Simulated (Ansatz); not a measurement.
# How many bands does the GW gap of Ge2SeN2 (Cmc2_1) need?

Aim: see how the G0W0 gap of Ge2SeN2 (Cmc2_1) on PBE moves with empty bands and screening cutoff, and what each rung costs.

Method: G0W0 on PBE, plane waves, PAW; PAW set soft_1, in Ansatz 0.2.0.

### 1. The starting structure

Symmetry: Cmc2_1, No. 36, orthorhombic system. The conventional cell has a = 11.278 Å, b = 5.903 Å, c = 5.183 Å, α = 90.00°, β = 90.00°, γ = 90.00°. Nearest to Ge lie 3 N at 1.85 to 1.88 Å and 1 Se at 2.38 Å. Se has 2 Ge at 2.38 Å nearest. Nearest to N lie 3 Ge at 1.85 to 1.88 Å. Farther neighbours and most contacts between anions are not listed.

Structure file:

```cif
data_structure
_symmetry_space_group_name_H-M 'Cmc2_1'
_symmetry_Int_Tables_number 36
_cell_length_a 11.2780
_cell_length_b 5.9031
_cell_length_c 5.1832
_cell_angle_alpha 90.000
_cell_angle_beta 90.000
_cell_angle_gamma 90.000
_cell_volume 345.07
loop_
_atom_site_label
_atom_site_type_symbol
_atom_site_symmetry_multiplicity
_atom_site_Wyckoff_symbol
_atom_site_fract_x
_atom_site_fract_y
_atom_site_fract_z
_atom_site_occupancy
Ge1 Ge 8 b 0.68392 0.35011 0.83372 1
Se1 Se 4 a 0.00000 0.71020 0.67403 1
N1 N 8 b 0.71865 0.37191 0.18127 1
```

The cell and positions are those that the Materials Project relaxed with its own functionals (PBE, PBE+U or r2SCAN), kept fixed.

### 2. 155 empty bands, screening to 54 eV

Now the one-shot GW correction: screening in the RPA, then the self-energy of the levels asked for. This step takes PAW set soft_1 files.

File input.yaml:

```yaml
crystal:
  lattice:
    - [5.6390191657, -2.9515389733, 0.0]
    - [5.6390191657, 2.9515389733, 0.0]
    - [0.0, 0.0, 5.183237]
  atoms:
    - { symbol: Ge, position: [0.333819, 0.03403, 0.33372] }
    - { symbol: Ge, position: [0.96597, 0.666181, 0.33372] }
    - { symbol: Ge, position: [0.666181, 0.96597, 0.83372] }
    - { symbol: Ge, position: [0.03403, 0.333819, 0.83372] }
    - { symbol: Se, position: [0.289802, 0.710198, 0.174027] }
    - { symbol: Se, position: [0.710198, 0.289802, 0.674027] }
    - { symbol: "N", position: [0.346734, 0.090559, 0.681267] }
    - { symbol: "N", position: [0.909441, 0.653266, 0.681267] }
    - { symbol: "N", position: [0.653266, 0.909441, 0.181267] }
    - { symbol: "N", position: [0.090559, 0.346734, 0.181267] }
kpoints:
  mp_grid: { grid: [4, 4, 4] }
hamiltonian:
  xc: pbe
  pseudopotentials: { kind: paw, azcp: { folder: soft_1 } }
scf:
  occupations: { method: fixed }
gw:
  n_empty_bands: 155
  ecut_chi: 54
  qp_bands: [v3, c3]
  qp_kpoints: band_edges
  screening: { model: contour_deformation }
```

Run with:

```console
$ ansatz run input.yaml --threads 2 --pin off --max-ram 92160MiB --backend cuda --events-out ev --progress --plain --runs-dir out --devices 1 --max-vram 13GiB
```

Numbers of over 12 decimals in the logs are rounded to 6 here.

The program printed:

```text
GPUs: using 1 of 1 available (devices: 1).
Engine: ansatz 0.2.0, x86_64-unknown-linux-gnu
Pseudopotentials: kind: paw
Pseudopotential: Ge, paw, valence charge 14, recommended cutoff 420 eV (normal), soft_1/Ge.paw.azcp
Pseudopotential: Se, paw, valence charge 16, recommended cutoff 420 eV (normal), soft_1/Se.paw.azcp
Pseudopotential: N, paw, valence charge 5, recommended cutoff 420 eV (normal), soft_1/N.paw.azcp
Functional definition: PBE
  parameter kappa = 0.804
  parameter beta = 0.066725
  exchange = pbe_x(kappa = kappa, mu = beta*pi^2/3)
  correlation = pbe_c(beta = beta)
device memory: the entry about to start is reckoned to put 2.7 GiB on a device that reports 29.2 GiB free (of which the cap on the GPU budget leaves the run 13.0 GiB)
GPU FFT provider: cuFFT
GPU libraries: cuBLAS 13.8.2, cuFFT 12.4.0, cuSOLVER 12.3.4
Crystal: 10 atoms, lattice volume = 172.537 Å³
Basis set: ecut = 420 eV, 3383 PW (Γ)
Bands: 65, of which v1, the nominal top of the filled ones, is band 54 counted from 1 (53 counted from 0)
Symmetry: 4 space group operations
Space group: Cmc21 (ITA 36), of the structure as read, at distance tolerance 5.6e-5 Å
k-points: 21 of 64 (time reversal used)
Non-local potential: Ge, projectors of the file, l = 0: 2, l = 1: 2, l = 2: 3, l = 3: 1
Non-local potential: Se, projectors of the file, l = 0: 2, l = 1: 2, l = 2: 3, l = 3: 1
Non-local potential: N, projectors of the file, l = 0: 2, l = 1: 2, l = 2: 1
PAW form: soft (Blöchl's): semilocal exchange-correlation on the pseudo side does not see the compensation charge
PAW one-centre angular grid: Ge, 590 points (default); XC on 64 Gauss nodes
PAW one-centre angular grid: Se, 590 points (default); XC on 64 Gauss nodes
PAW one-centre angular grid: N, 110 points (default); XC on 64 Gauss nodes
Initial density: superposition of atomic densities (chi_scale 0.1, normalization cell, long waves kept (reshape's long-wave potential 0.02 eV rms))
Initial wavefunctions: pseudopotential atomic-orbital guess
GPU buffer pool allocated for 72900 grid points (all kernels)
GPU transforms: local potential and band sums: pruned to the plane-wave sphere, on 45×45×36
Functional: x = pbe(κ = 0.804, μ = 0.219515), c = pbe(β = 0.066725)
SCF iter   1: F=—  HF=-29658.082312 eV  |F-HF|=—  |Δ(HF+E_count)|=         —  Δρ=9.20e-2  dr2=1.51e1  ethr=3.10e-3  ⟨swp⟩=5.0  Hψ=4387  notcnv=0  defer=184
preconditioner: auto → Resta (q_TF=auto, 2.523 Å⁻¹)  ε∞=2.7  [insulator: Δε(μ)=1.058 eV  Ē_g=20.234 eV  n_scr=46 (ndim 8)  ℏωp=26.5 eV  f_vac=0.060  ε∞_Penn≈2.7]
SCF iter   2: F=—  HF=-29654.579009 eV  |F-HF|=—  |Δ(HF+E_count)|=    3.50e0  Δρ=3.93e-2  dr2=1.39e0  ethr=3.10e-3  ⟨swp⟩=3.0  Hψ=2231  notcnv=0  defer=178
SCF iter   3: F=—  HF=-29654.365868 eV  |F-HF|=—  |Δ(HF+E_count)|=   2.13e-1  Δρ=1.90e-2  dr2=3.58e-1  ethr=1.29e-3  ⟨swp⟩=2.0  Hψ=1685  notcnv=0  defer=182
SCF iter   4: F=—  HF=-29654.346170 eV  |F-HF|=—  |Δ(HF+E_count)|=   1.97e-2  Δρ=7.35e-3  dr2=6.06e-2  ethr=3.31e-4  ⟨swp⟩=3.0  Hψ=2409  notcnv=0  defer=188
SCF iter   5: F=—  HF=-29654.331429 eV  |F-HF|=—  |Δ(HF+E_count)|=   1.47e-2  Δρ=1.34e-3  dr2=3.58e-3  ethr=5.61e-5  ⟨swp⟩=2.0  Hψ=2411  notcnv=0  defer=189
SCF iter   6: F=—  HF=-29654.333555 eV  |F-HF|=—  |Δ(HF+E_count)|=   2.13e-3  Δρ=2.96e-4  dr2=1.72e-4  ethr=3.31e-6  ⟨swp⟩=2.0  Hψ=2411  notcnv=0  defer=189
SCF iter   7: F=—  HF=-29654.333700 eV  |F-HF|=—  |Δ(HF+E_count)|=   1.44e-4  Δρ=9.65e-5  dr2=1.89e-5  ethr=1.59e-7  ⟨swp⟩=2.0  Hψ=2372  notcnv=0  defer=180
SCF iter   8: F=—  HF=-29654.333713 eV  |F-HF|=—  |Δ(HF+E_count)|=   1.39e-5  Δρ=3.53e-5  dr2=1.80e-6  ethr=1.75e-8  ⟨swp⟩=2.0  Hψ=2289  notcnv=0  defer=130
SCF iter   9: F=-29654.333719 eV  HF=-29654.333719 eV  |F-HF|=1.43e-7  |Δ(HF+E_count)|=   5.77e-6  Δρ=6.14e-6  dr2=7.05e-8  ethr=9.26e-11  ⟨swp⟩=9.4  Hψ=6301  notcnv=0
SCF 1 converged in 9 iterations: F = -29654.333719 eV  dr2 = 7.05e-8
  greatest PAW one-centre occupation: 1.000 electrons in one spin orbital (limit 2), on the Se atom at site 5 (counted from 0), in its partial waves of l = 2
device memory: the entry about to start is reckoned to put 3.2 GiB (of the 3.3 GiB reckoned in all, the device holds 0.1 GiB already) on a device that reports 24.8 GiB free (of which the cap on the GPU budget leaves the run 12.9 GiB)
NSCF: frozen V_eff on 21 k-points
the band table was solved once the SCF had ended and its energy, with any forces and stress, was formed, with the checks that follow a solve (5203 applications of the Hamiltonian). They found nothing against the state; the energy, forces and stress were not computed again (output.eigenvalues in the input reference)
device memory: the entry about to start is reckoned to put 3.3 GiB on a device that reports 26.1 GiB free (of which the cap on the GPU budget leaves the run 13.0 GiB)
NSCF: frozen V_eff on 21 k-points
G₀W₀ screening: q 1/21
[... further progress lines ...]
device memory: the entry about to start is reckoned to put 1.1 GiB on a device that reports 41.0 GiB free (of which the cap on the GPU budget leaves the run 13.0 GiB)
NSCF: frozen V_eff on 1 k-points
device memory: the entry about to start is reckoned to put 1.1 GiB on a device that reports 41.0 GiB free (of which the cap on the GPU budget leaves the run 13.0 GiB)
NSCF: frozen V_eff on 1 k-points
SCF converged after 9 iterations
Free energy (F): -29654.333719 eV
Harris-Foulkes:  -29654.333719 eV  (|F-HF|=1.43e-7)
Internal energy: -29654.333719 eV  (E = F + TS)
E sigma→0 (E₀):  -29654.333719 eV
Fermi energy:    6.782973 eV
--- Per-component energies (eV) ---
  E_band       = -1472.639849
  E_kinetic    = 1104.731856
  E_local      = -16150.116781  (includes V_loc(G=0)·N_el)
  E_nonlocal   = 321.089375
  E_hartree    = 7822.759496
  E_xc         = -688.447726
  E_vxc        = -735.268151  (∫ρ·V_xc dr)
  E_paw        = -12846.548596  (= ΣΔE_a)
  E_vpaw       = -1658.586003  (= ΣTr[D̂ρ^β])
  E_aug_tail   = 0.002947  (compensation charges beyond the density's cutoff)
  E_ewald      = -9217.804291
  E_smearing   = -0.000000  (= −TS)
  E_closure    = 0.000000  (closes the sum)
  Σ components = -29654.333719   (vs F -29654.333719, Δ=0.00e0)
--- Band table (eV; the first three rows and the last of 21) ---
  k-point 0: bands = [... 50 lower, 5.8350, 6.4393, 6.5691, 6.6544, 8.4774, 9.8426, 9.8762, 11.2192, ... 7 higher]
  k-point 1: bands = [... 50 lower, 5.8651, 6.3319, 6.3714, 6.4513, 9.1874, 9.8915, 10.1795, 10.6092, ... 7 higher]
  k-point 2: bands = [... 50 lower, 6.1063, 6.1063, 6.4815, 6.4815, 9.7496, 9.7496, 9.8600, 9.8600, ... 7 higher]
  k-point 20: bands = [... 50 lower, 5.7352, 5.7352, 6.2626, 6.2626, 10.4052, 10.4052, 10.6761, 10.6761, ... 7 higher]
--- G₀W₀: contour deformation, 6 samples at zero and on the imaginary axis and 2 off it, 64 q-points, 155 empty bands' worth ---
  eigenvalues of the whole cell's RPA ε∞ on this k-mesh (on a slab, of 1 + 4πα/V) = 5.4179, 5.5792, 8.0073; static W/v taken at q = 0 is 0.161125
  bands read: the sum over 209 bands ends inside a degenerate multiplet in 7 slots, whose members it reads at an even weight; the widest, k=2: bands 209 to 210 (counted from 1) at 1/2 each
  gw.qp_kpoints: band_edges: 20 of 21 stored k-points solved, in 1 pass; an edge of the gap read off the rows below is read off those points alone
    valence top: of the k-points left out ik 20 came nearest to being solved in a further pass, in band 53 (counted from 1, as in the quasiparticle table): it holds the edge there only if its correction is more favourable than any solved in that band by at least 0.444 eV; those differ by 0.288 eV
    conduction bottom: of the k-points left out ik 20 came nearest to being solved in a further pass, in band 57 (counted from 1, as in the quasiparticle table): it holds the edge there only if its correction is more favourable than any solved in that band by at least 2.000 eV; those differ by 0.476 eV
    ik  band        ε_KS         Σx   Σc(E_QP)       V_xc       Z   E_QP_lin       E_QP  E_QP is
     0    52      6.4393   -20.2710     2.7787   -17.4477  0.7638     6.3947     6.3947  root
     0    53      6.5691   -18.7484     2.8691   -15.5567  0.7546     6.2444     6.2465  root
     0    54      6.6544   -18.6461     2.6762   -15.6690  0.7576     6.3517     6.3534  root
     0    55      8.4774   -12.5886    -2.9680   -16.4712  0.7903     9.4013     9.3920  root
     0    56      9.8426   -11.5545    -3.3502   -15.9364  0.7858    10.8907    10.8743  root
     0    57      9.8762    -8.8150    -3.5584   -13.0889  0.7933    10.5992    10.5916  root
     1    52      6.3319   -20.2484     2.8747   -17.3067  0.7621     6.2648     6.2649  root
     1    53      6.3714   -18.0479     2.6805   -14.9902  0.7538     5.9913     5.9943  root
     1    54      6.4513   -18.6919     2.8000   -15.6194  0.7537     6.1775     6.1789  root
     1    55      9.1874   -12.8425    -3.0712   -16.9594  0.7842    10.2480    10.2330  root
     1    56      9.8915   -11.9632    -3.3445   -16.3905  0.7830    10.9932    10.9744  root
     1    57     10.1795   -10.2120    -3.5917   -14.7273  0.7839    11.1176    11.1030  root
     2    52      6.1063   -20.2627     3.1412   -17.0113  0.7573     5.9959     5.9962  root
     2    53      6.4815   -18.6309     2.8100   -15.5635  0.7545     6.2229     6.2241  root
     2    54      6.4815   -18.6309     2.8100   -15.5635  0.7545     6.2229     6.2241  root
     2    55      9.7496   -12.2592    -3.3475   -16.7150  0.7819    10.8781    10.8580  root
     2    56      9.7496   -12.2592    -3.3475   -16.7150  0.7819    10.8781    10.8580  root
     2    57      9.8600   -10.5916    -3.7229   -15.2717  0.7911    10.8312    10.8171  root
     3    52      5.9178   -18.5666     2.9398   -15.2986  0.7503     5.5872     5.5895  root
     3    53      6.4658   -18.6400     2.7948   -15.5252  0.7555     6.1438     6.1458  root
     3    54      6.6279   -18.8991     2.8163   -15.8144  0.7566     6.3582     6.3595  root
     3    55      9.2162   -12.8813    -3.1593   -17.1013  0.7843    10.2925    10.2766  root
     3    56      9.9601   -10.5406    -3.5276   -15.0177  0.7860    10.9243    10.9096  root
     3    57     10.2831   -10.1342    -3.6503   -14.7345  0.7848    11.2489    11.2330  root
[...]
18    56     10.4667   -10.7607    -3.7629   -15.5835  0.7759    11.5510    11.5267  root
    18    57     10.9274   -10.9098    -4.0121   -16.0615  0.7790    12.0953    12.0670  root
    19    52      6.1467   -21.0672     3.7042   -17.2884  0.7497     6.0721     6.0722  root
    19    53      6.4377   -17.5403     2.5414   -14.5646  0.7559     5.9994     6.0034  root
    19    54      6.5186   -17.5429     2.6183   -14.4686  0.7543     6.0580     6.0626  root
    19    55     10.1678   -11.9026    -3.6685   -16.7177  0.7800    11.3398    11.3144  root
    19    56     10.3724   -10.9262    -3.6832   -15.6634  0.7797    11.4482    11.4264  root
    19    57     10.9227   -10.7552    -3.9483   -15.8200  0.7770    12.0669    12.0391  root
```

Run time: 37 s. Hardware: 1 × NVIDIA H100 80GB HBM3 (shared by 6 runs) with 2 threads of AMD EPYC 7R13 (Zen 3), shared host; peak memory 1.5 GiB.

Numbers from this step:

```
bands summed                                 : 209
RPA ε∞ on this mesh (eigenvalues)            : 5.418, 5.579, 8.007
plane waves in the screening matrix          : 143
q-points in the mesh                         : 64
G0W0 gap on the mesh                         : 2.891 eV
k of the valence top                         : 0, -0.5, 0
k of the conduction bottom                   : 0, 0, 0
starting gap on the mesh                     : 1.694 eV
Z at the valence top                         : 0.7556
Z at the conduction bottom                   : 0.7903
least direct G0W0 gap on the computed points : 2.997 eV
```

The gap on the mesh goes from 1.69 eV to 2.89 eV, a correction of +1.20 eV, though a band edge has moved to another state.

### 3. 439 empty bands, screening to 108 eV

Bands and screening cutoff are moved together, since each hides the error of the other.

Changes to input.yaml since step 2:

```diff
@@ -24,4 +24,4 @@
 gw:
-  n_empty_bands: 155
-  ecut_chi: 54
+  n_empty_bands: 439
+  ecut_chi: 108
   qp_bands: [v3, c3]
```

The program printed:

```text
GPUs: using 1 of 1 available (devices: 1).
[...]
GPU FFT provider: cuFFT
GPU libraries: cuBLAS 13.8.2, cuFFT 12.4.0, cuSOLVER 12.3.4
Crystal: 10 atoms, lattice volume = 172.537 Å³
Basis set: ecut = 420 eV, 3383 PW (Γ)
Bands: 65, of which v1, the nominal top of the filled ones, is band 54 counted from 1 (53 counted from 0)
Symmetry: 4 space group operations
[...]
k-points: 21 of 64 (time reversal used)
[...]
GPU buffer pool allocated for 72900 grid points (all kernels)
[...]
SCF iter   1: F=—  HF=-29658.082312 eV  |F-HF|=—  |Δ(HF+E_count)|=         —  Δρ=9.20e-2  dr2=1.51e1  ethr=3.10e-3  ⟨swp⟩=5.0  Hψ=4387  notcnv=0  defer=184
[...]
SCF iter   9: F=-29654.333719 eV  HF=-29654.333719 eV  |F-HF|=1.43e-7  |Δ(HF+E_count)|=   5.77e-6  Δρ=6.14e-6  dr2=7.05e-8  ethr=9.26e-11  ⟨swp⟩=9.4  Hψ=6301  notcnv=0
SCF 1 converged in 9 iterations: F = -29654.333719 eV  dr2 = 7.05e-8
[...]
NSCF: frozen V_eff on 21 k-points
[...]
G₀W₀ screening: q 1/21
[... further progress lines ...]
[...]
SCF converged after 9 iterations
Free energy (F): -29654.333719 eV
[...]
Internal energy: -29654.333719 eV  (E = F + TS)
E sigma→0 (E₀):  -29654.333719 eV
Fermi energy:    6.782973 eV
[...]
--- Band table (eV; the first three rows and the last of 21) ---
  k-point 0: bands = [... 50 lower, 5.8350, 6.4393, 6.5691, 6.6544, 8.4774, 9.8426, 9.8762, 11.2192, ... 7 higher]
  k-point 1: bands = [... 50 lower, 5.8651, 6.3319, 6.3714, 6.4513, 9.1874, 9.8915, 10.1795, 10.6092, ... 7 higher]
  k-point 2: bands = [... 50 lower, 6.1063, 6.1063, 6.4815, 6.4815, 9.7496, 9.7496, 9.8600, 9.8600, ... 7 higher]
  k-point 20: bands = [... 50 lower, 5.7352, 5.7352, 6.2626, 6.2626, 10.4052, 10.4052, 10.6761, 10.6761, ... 7 higher]
[...]
0    52      6.4393   -20.2710     2.3748   -17.4477  0.7574     5.9878     5.9907  root
     0    53      6.5691   -18.7484     2.5051   -15.5567  0.7504     5.8726     5.8825  root
     0    54      6.6544   -18.6461     2.2986   -15.6690  0.7535     5.9666     5.9759  root
     0    55      8.4774   -12.5886    -3.2875   -16.4712  0.7840     9.0759     9.0724  root
     0    56      9.8426   -11.5545    -3.7360   -15.9364  0.7813    10.4942    10.4886  root
     0    57      9.8762    -8.8150    -3.8539   -13.0889  0.7914    10.2985    10.2962  root
     1    52      6.3319   -20.2484     2.4786   -17.3067  0.7558     5.8655     5.8688  root
     1    53      6.3714   -18.0479     2.3267   -14.9902  0.7504     5.6282     5.6406  root
[...]
19    54      6.5186   -17.5429     2.2767   -14.4686  0.7510     5.7061     5.7210  root
    19    55     10.1678   -11.9026    -4.0460   -16.7177  0.7751    10.9466    10.9368  root
    19    56     10.3724   -10.9262    -4.0673   -15.6634  0.7757    11.0499    11.0423  root
    19    57     10.9227   -10.7552    -4.3355   -15.8200  0.7737    11.6622    11.6519  root
```

Elapsed: 2 min, on 1 × NVIDIA H100 80GB HBM3 (shared by 6 runs) with 2 threads; peak memory 2.6 GiB; 2.8 min of CPU time.

Numbers from this step:

```yaml
bands_summed: 493
rpa_eps_infinity_on_this_mesh_eigenvalues: 5.334, 5.489, 7.772
plane_waves_in_the_screening_matrix: 433
q_points_in_the_mesh: 64
g0w0_gap_on_the_mesh: 2.947 eV
k_of_the_valence_top: 0, -0.5, 0
k_of_the_conduction_bottom: 0, 0, 0
starting_gap_on_the_mesh: 1.694 eV
z_at_the_valence_top: 0.7505
z_at_the_conduction_bottom: 0.7840
least_direct_g0w0_gap_on_the_computed_points: 3.082 eV
```

Against the run with 4×4×4 mesh, 155 empty bands, screening to 54 eV, PAW set soft_1 files, the gap moves by +0.06 eV.

### 4. 946 empty bands, screening to 180 eV

Changes to input.yaml since step 3:

```diff
@@ -24,4 +24,4 @@
 gw:
-  n_empty_bands: 439
-  ecut_chi: 108
+  n_empty_bands: 946
+  ecut_chi: 180.0
   qp_bands: [v3, c3]
```

The program printed:

```text
GPUs: using 1 of 1 available (devices: 1).
[...]
GPU FFT provider: cuFFT
GPU libraries: cuBLAS 13.8.2, cuFFT 12.4.0, cuSOLVER 12.3.4
Crystal: 10 atoms, lattice volume = 172.537 Å³
Basis set: ecut = 420 eV, 3383 PW (Γ)
Bands: 65, of which v1, the nominal top of the filled ones, is band 54 counted from 1 (53 counted from 0)
Symmetry: 4 space group operations
[...]
k-points: 21 of 64 (time reversal used)
[...]
1    53      6.3714   -18.0479     2.1486   -14.9902  0.7498     5.4424     5.4624  root
[...]
19    54      6.5186   -17.5429     2.1119   -14.4686  0.7505     5.5334     5.5562  root
    19    55     10.1678   -11.9026    -4.3073   -16.7177  0.7737    10.6795    10.6755  root
    19    56     10.3724   -10.9262    -4.2965   -15.6634  0.7748    10.8161    10.8131  root
    19    57     10.9227   -10.7552    -4.5615   -15.8200  0.7730    11.4305    11.4259  root
[key lines of the parts left out:]
SCF converged after 9 iterations
Free energy (F): -29654.333719 eV
Fermi energy:    6.782973 eV
```

Run time: 5.6 min. Hardware: 1 × NVIDIA H100 80GB HBM3 (shared by 6 runs) with 2 threads; peak memory 5.8 GiB.

This step gave:

| Property | Result |
| --- | --- |
| bands summed | 1000 |
| RPA ε∞ on this mesh (eigenvalues) | 5.318, 5.472, 7.748 |
| plane waves in the screening matrix | 945 |
| G0W0 gap on the mesh | 2.895 eV |
| k of the valence top | 0, -0.5, 0 |
| k of the conduction bottom | 0, 0, 0 |
| starting gap on the mesh | 1.694 eV |
| least direct G0W0 gap on the computed points | 3.034 eV |

Against the run with 4×4×4 mesh, 439 empty bands, screening to 108 eV, PAW set soft_1 files, the gap moves by −0.05 eV.

(Part 1 of 2 ends here.)

[Paths, hosts, dates, memory and timing lines, banners, echoed tables and standing remarks are left out of the program output.]

[Logs are printed without paths, hosts, clocks, repeated set-up lines and the standing remarks that a program may print on its own settings, such as how far it seeks lower states.]

[Runs of the session that timed out or met a known fault of the program may be left out.]

[Cells called generated may have been cut or substituted from an entry of the Crystallography Open Database or the Materials Project.]

[Hosts, paths, dates, database ids (printed as entryN), source tags and the programs' standing remarks are cut or masked in the printed files.]
